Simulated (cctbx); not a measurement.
## Rb2MoS3 across an absorption edge

Space group C2/m (no. 12), a = 7.1590 Å, b = 12.5010 Å, c = 7.4260 Å, α = 90.00°, β = 109.91°, γ = 90.00°.

```
atom  mult.       x       y       z  Ueq (Å²)
 Mo1      4       0  0.3312       0    0.0119
 Rb1      2       0       0       0    0.0131
 Rb2      2     1/2       0     1/2    0.0127
 Rb3      4     1/2  0.3384     1/2    0.0121
  S1      4  0.7213       0  0.2279    0.0158
  S2      8  0.2384  0.3162  0.7709    0.0197
```

The model is made up (kin elements in a known structure type, no relaxation), so it says nothing on whether the phase exists.

Calculated with cctbx: free-atom f′ and f″ from the Sasaki tables, no fine structure; amplitudes in electrons.

| E (eV) | F 2 2 0 | F 2 0 1 | F 1 3 0 | F 2 0 0 |
| --- | --- | --- | --- | --- |
| 19400 | 19.3 | 16.9 | 9.1 | 231.0 |
| 19750 | 21.0 | 19.8 | 7.5 | 228.4 |
| 19880 | 22.4 | 22.4 | 7.4 | 225.9 |
| 19940 | 23.8 | 24.9 | 8.2 | 223.3 |
| 19970 | 25.1 | 27.4 | 9.7 | 220.7 |
| 19985 | 26.5 | 29.9 | 11.6 | 218.2 |
| 19992 | 27.7 | 32.2 | 13.6 | 215.8 |
| 19996 | 29.0 | 34.6 | 15.8 | 213.3 |
| 20004 | 29.5 | 35.5 | 16.2 | 213.5 |
| 20008 | 27.8 | 32.5 | 13.3 | 216.6 |
| 20015 | 26.4 | 29.8 | 10.8 | 219.3 |
| 20030 | 24.9 | 27.0 | 8.4 | 222.1 |
| 20060 | 23.5 | 24.3 | 6.4 | 225.0 |
| 20150 | 21.6 | 20.7 | 5.1 | 228.8 |
| 20400 | 19.5 | 16.9 | 6.3 | 233.0 |

**Question.** Which edge is crossed, and why do the reflections move as they do?

The K edge of Mo. The edge is at 20000 eV. f′ of Mo falls from -4.6 e at 19880 eV to -7.8 e at 4 eV below it, and f″ steps from 0.54 to 3.69 e across it. Over that approach |F| changes by +29 % (2 2 0), +54 % (2 0 1), +114 % (1 3 0) and -6 % (2 0 0): a reflection falls where Mo scatters in phase with the total and rises where it scatters against it; it hardly moves where the Mo term is small or cancels by symmetry. Above the edge the larger f″ enters the imaginary part, where it can add to or cancel the other atoms' f″. The structure is centrosymmetric, so Friedel mates stay equal.

[Logs are printed without paths, hosts, clocks, repeated set-up lines and the standing remarks that a program may print on its own settings, such as how far it seeks lower states.]
